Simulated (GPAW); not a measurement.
# Screening of a field by Cl/W(100), part 2 of 2

Wanted: the out-of-plane polarisability of Cl/W(100).

GPAW 26.7.0; GPAW, PAW setups; slab in vacuum, relaxation (the session's first sound run).

So far, dipole along the normal (e·Å): step 2 (relaxation) -0.0584; step 3 (plane waves, PBE) -0.0582; step 4 (In a field) -0.179; step 5 (field on) -0.119.

### 6. Field on

run.py reads:

```python
import json
import numpy as np
from ase import Atoms
from gpaw import GPAW, PW
from gpaw.external import ConstantElectricField

slab = Atoms(
    ['W', 'W', 'W', 'W', 'W', 'Cl'],
    positions=[
        [0.00000, 0.00000, 8.00000],
        [1.58000, 1.58000, 9.58000],
        [0.00000, 0.00000, 11.16000],
        [1.58000, 1.58000, 12.73692],
        [-0.00000, -0.00000, 14.31194],
        [1.58000, 1.58000, 16.09913]],
    cell=[[3.16, 0.0, 0.0], [0.0, 3.16, 0.0], [0.0, 0.0, 23.8696]],
    pbc=[True, True, False])

slab.calc = GPAW(mode=PW(400), xc='PBE', kpts={'size': (10, 10, 1), 'gamma': True},
                 occupations={'name': 'fermi-dirac', 'width': 0.1}, nbands='160%',
                 convergence={'density': 1e-05}, maxiter=200,
                 poissonsolver={'dipolelayer': 'xy'},
                 external=ConstantElectricField(-0.05, [0, 0, 1]),
                 symmetry={'tolerance': 1e-3}, txt='slab.txt')
result = {}
energy = slab.get_potential_energy()
fermi = slab.calc.get_fermi_level()
v = slab.calc.get_electrostatic_potential().mean((0, 1)) - fermi
n = slab.calc.get_pseudo_density().mean((0, 1))
L = slab.cell[2, 2]
z = np.arange(len(v)) * L / len(v)
low, high = slab.positions[:, 2].min(), slab.positions[:, 2].max()
below, above = np.interp([low - 5.8, high + 5.8], z, v)
slopes = [np.interp(x, z, np.gradient(v, z)) for x in (low - 5.8, high + 5.8)]
eps = np.array([[slab.calc.get_eigenvalues(k, s) for k in range(len(slab.calc.get_ibz_k_points()))]
                for s in range(slab.calc.get_number_of_spins())]) - fermi
top, bottom = eps[eps < 0].max(), eps[eps > 0].min()
dipole = slab.get_dipole_moment()[2]
print(f'energy {energy:.4f} eV, Fermi level {fermi:.4f} eV, dipole {dipole:.5f} e A')
print(f'potential 5.8 A off the faces, from the Fermi level: lower {below:.4f} eV, upper {above:.4f} eV')
print(f'slope of the potential there: lower {slopes[0]:.5f}, upper {slopes[1]:.5f} eV/A')
print(f'nearest levels on the mesh: {top:.4f} and {bottom:.4f} eV')
print('magnetic moment', round(slab.get_magnetic_moment(), 3))
result.update(energy=energy, fermi=fermi, dipole=dipole, below=below, above=above, slopes=slopes, edges=[top, bottom],
              z=z.tolist(), v=v.tolist(), n=n.tolist(), positions=slab.positions.tolist(),
              forces=slab.get_forces(apply_constraint=False).tolist(), moments=slab.get_magnetic_moments().tolist())
json.dump(result, open('result.json', 'w'))
```

Started as:

```console
$ OMP_NUM_THREADS=1 OPENBLAS_NUM_THREADS=1 python run.py
```

The log of the run:

```text
energy -56.3904 eV, Fermi level 2.5847 eV, dipole -0.08859 e A
potential 5.8 A off the faces, from the Fermi level: lower 3.9553 eV, upper 5.5608 eV
slope of the potential there: lower -0.00024, upper 0.00002 eV/A
nearest levels on the mesh: -0.0223 and 0.0261 eV
magnetic moment 0.0
```

Elapsed: 5.5 min, on 1 thread of Arm Neoverse V1, shared host; peak memory 0.5 GiB.

The electrostatic potential energy of an electron (without an applied field's), less the Fermi level, planar mean oscillates, so the rows of the table below give means over windows of 1.6 Å about each position, cut where the curve ends. Its maxima inside the range that stand out by 2 % of the span (Å: eV): 8.7: -8.82, 10.3: -9.22, 11.9: -9.07, 13.5: -8.59, 15.3: -3.08, 23.3: 5.56. Its minima: 8.0: -20.2, 9.6: -20.8, 11.2: -20.7, 12.7: -20.4, 14.3: -20.3, 16.1: -16.2.

The electrostatic potential energy of an electron (without an applied field's), less the Fermi level, planar mean by z; means over each step:

```csv
z (Å),"electrostatic potential energy of an electron (without an applied field's), less the Fermi level, planar mean (eV)"
0.80,4.05
2.40,3.96
4.00,3.95
5.60,3.62
7.20,-5.96
8.80,-14.5
10.40,-14.8
12.00,-14.7
13.60,-14.4
15.20,-9.14
16.80,-2.23
18.40,5.50
20.00,5.56
21.60,5.56
23.20,5.50
```

### 7. In a field

Changes to run.py since step 6:

```diff
@@ -22,3 +22,3 @@
                  poissonsolver={'dipolelayer': 'xy'},
-                 external=ConstantElectricField(-0.05, [0, 0, 1]),
+                 external=ConstantElectricField(0.05, [0, 0, 1]),
                  symmetry={'tolerance': 1e-3}, txt='slab.txt')
```

The log of the run:

```text
energy -56.3846 eV, Fermi level 2.5536 eV, dipole -0.02793 e A
potential 5.8 A off the faces, from the Fermi level: lower 4.5599 eV, upper 5.0662 eV
slope of the potential there: lower -0.00031, upper 0.00002 eV/A
nearest levels on the mesh: -0.0193 and 0.0275 eV
magnetic moment 0.0
```

Wall time 6.3 min (1 thread); peak memory 0.5 GiB.

The electrostatic potential energy of an electron (without an applied field's), less the Fermi level, planar mean oscillates, so the rows of the table below give means over windows of 1.6 Å about each position, cut where the curve ends. Its maxima inside the range that stand out by 2 % of the span (Å: eV): 8.7: -8.50, 10.3: -9.06, 11.9: -9.07, 13.5: -8.75, 15.3: -3.41. Its minima: 8.0: -19.8, 9.6: -20.5, 11.2: -20.7, 12.7: -20.4, 14.3: -20.6, 16.1: -16.6.

Table of electrostatic potential energy of an electron (without an applied field's), less the Fermi level, planar mean by z; means over each step:

z (Å), electrostatic potential energy of an electron (without an applied field's), less the Fermi level, planar mean (eV) and a bar from the least value:
```
     0.80        4.6 #############################
     2.40        4.6 #############################
     4.00        4.5 #############################
     5.60        4.2 #############################
     7.20       -5.5 ##############
     8.80      -14.2 #
    10.40      -14.7 
    12.00      -14.7 
    13.60      -14.5 
    15.20       -9.5 ########
    16.80       -2.7 ##################
    18.40        5.0 ##############################
    20.00        5.1 ##############################
    21.60        5.1 ##############################
    23.20        5.0 ##############################
```

### 8. In a field

Changes to run.py since step 7:

```diff
@@ -22,3 +22,3 @@
                  poissonsolver={'dipolelayer': 'xy'},
-                 external=ConstantElectricField(0.05, [0, 0, 1]),
+                 external=ConstantElectricField(0.1, [0, 0, 1]),
                  symmetry={'tolerance': 1e-3}, txt='slab.txt')
```

The log of the run:

```text
energy -56.3840 eV, Fermi level 2.5378 eV, dipole 0.00246 e A
potential 5.8 A off the faces, from the Fermi level: lower 4.8635 eV, upper 4.8192 eV
slope of the potential there: lower -0.00036, upper 0.00002 eV/A
nearest levels on the mesh: -0.0180 and 0.0281 eV
magnetic moment 0.0
```

Run time: 7.5 min. Hardware: 1 thread; peak memory 0.5 GiB.

The electrostatic potential energy of an electron (without an applied field's), less the Fermi level, planar mean oscillates, so the rows of the table below give means over windows of 1.6 Å about each position, cut where the curve ends. Its maxima inside the range that stand out by 2 % of the span (Å: eV): 8.7: -8.34, 10.3: -8.98, 11.9: -9.07, 13.5: -8.83, 15.3: -3.58. Its minima: 8.0: -19.6, 9.6: -20.4, 11.2: -20.6, 12.8: -20.5, 14.3: -20.7, 16.1: -16.8.

Electrostatic potential energy of an electron (without an applied field's), less the Fermi level, planar mean against z; means over each step:

z (Å), electrostatic potential energy of an electron (without an applied field's), less the Fermi level, planar mean (eV) and a bar from the least value:
```
     0.80        4.9 ##############################
     2.40        4.9 ##############################
     4.00        4.9 ##############################
     5.60        4.5 #############################
     7.20       -5.2 ###############
     8.80      -14.0 #
    10.40      -14.6 
    12.00      -14.7 
    13.60      -14.6 
    15.20       -9.6 ########
    16.80       -2.9 ##################
    18.40        4.8 ##############################
    20.00        4.8 ##############################
    21.60        4.8 ##############################
    23.20        4.8 ##############################
```

The dipole is now 0.00246 e Å, against -0.058 in the run without a field.

### 9. Field on

Changes to run.py since step 8:

```diff
@@ -22,3 +22,3 @@
                  poissonsolver={'dipolelayer': 'xy'},
-                 external=ConstantElectricField(0.1, [0, 0, 1]),
+                 external=ConstantElectricField(0.2, [0, 0, 1]),
                  symmetry={'tolerance': 1e-3}, txt='slab.txt')
```

The log of the run:

```text
energy -56.3873 eV, Fermi level 2.5052 eV, dipole 0.06334 e A
potential 5.8 A off the faces, from the Fermi level: lower 5.4733 eV, upper 4.3258 eV
slope of the potential there: lower -0.00048, upper 0.00003 eV/A
nearest levels on the mesh: -0.0153 and 0.0294 eV
magnetic moment 0.0
```

Elapsed: 6.7 min, on 1 thread; peak memory 0.5 GiB.

The dipole is now 0.0633 e Å, against -0.058 in the run without a field.

### 10. Field on

Changes to run.py since step 9:

```diff
@@ -22,3 +22,3 @@
                  poissonsolver={'dipolelayer': 'xy'},
-                 external=ConstantElectricField(0.2, [0, 0, 1]),
+                 external=ConstantElectricField(0.3, [0, 0, 1]),
                  symmetry={'tolerance': 1e-3}, txt='slab.txt')
```

The log of the run:

```text
energy -56.3968 eV, Fermi level 2.4716 eV, dipole 0.12443 e A
potential 5.8 A off the faces, from the Fermi level: lower 6.0876 eV, upper 3.8330 eV
slope of the potential there: lower -0.00066, upper 0.00003 eV/A
nearest levels on the mesh: -0.0128 and 0.0306 eV
magnetic moment 0.0
```

Wall time 6.6 min (1 thread); peak memory 0.5 GiB.

The electrostatic potential energy of an electron (without an applied field's), less the Fermi level, planar mean oscillates, so the rows of the table below give means over windows of 1 Å about each position, cut where the curve ends. Its maxima inside the range that stand out by 2 % of the span (Å: eV): 0.5: 6.09, 8.7: -7.70, 10.3: -8.66, 11.9: -9.07, 13.5: -9.15, 15.3: -4.24. Its minima: 8.0: -18.8, 9.6: -19.9, 11.2: -20.5, 12.8: -20.7, 14.3: -21.1, 16.1: -17.6.

Electrostatic potential energy of an electron (without an applied field's), less the Fermi level, planar mean against z; means over each step:

```
z (Å)  electrostatic potential energy of an electron (without an applied field's), less the Fermi level, planar mean (eV)
    0                                                                                                                5.67
    1                                                                                                                6.09
    2                                                                                                                6.09
    3                                                                                                                6.09
    4                                                                                                                6.08
    5                                                                                                                5.99
    6                                                                                                                5.35
    7                                                                                                             -0.0205
    8                                                                                                               -15.1
    9                                                                                                               -11.7
   10                                                                                                               -13.9
   11                                                                                                               -16.5
   12                                                                                                               -12.1
   13                                                                                                               -16.0
   14                                                                                                               -15.9
   15                                                                                                               -9.20
   16                                                                                                               -12.2
   17                                                                                                               0.531
   18                                                                                                                3.72
   19                                                                                                                3.83
   20                                                                                                                3.83
   21                                                                                                                3.83
   22                                                                                                                3.83
   23                                                                                                                3.84
```

The dipole is now 0.124 e Å, against -0.058 in the run without a field.

### 11. The series

The members are put on one axis.

This step: induced dipole against applied field (GPAW 26.7.0).

The dipole along the normal by field:

```csv
field (V/Å),dipole along the normal (e·Å)
-0.200,-0.179
-0.100,-0.119
-0.050,-0.0886
0.000,-0.0582
0.050,-0.0279
0.100,0.00246
0.200,0.0633
0.300,0.124
```

### 12. Outcome

```yaml
work_function_upper_and_lower_face: 5.314 and 4.257 eV
dipole_along_the_normal: -0.0582 e Å
induced_dipole_per_field: 0.608 e Å per V/Å
out_of_plane_polarisability_per_area_alpha_eps_0_a: 11.0 Å
```

What this shows: The field induces 0.608 e Å per V/Å, a polarisable thickness α/(ε0 A) of 11.0 Å beside 8.10 Å between the outermost nuclei. A perfect conductor would give the distance between its two image planes; a dielectric of thickness t gives t(1 - 1/ε). The two faces differ by 1.1 eV, the step that the slab's dipole makes (e p/(ε0 A) gives 1.1 eV), so the dipole layer is needed. The induced dipole is linear in the field over this range. The cell of 9.99 Å² holds one Cl, started on one chosen site; other sites and coverages weren't tried. The in-plane lattice was kept as typed, which isn't the functional's own and leaves some strain; spin-orbit coupling and temperature are left out.

[Logs are printed without paths, hosts, clocks, repeated set-up lines and the standing remarks that a program may print on its own settings, such as how far it seeks lower states.]

[Hosts, paths, dates, database ids (printed as entryN), source tags and the programs' standing remarks are cut or masked in the printed files.]
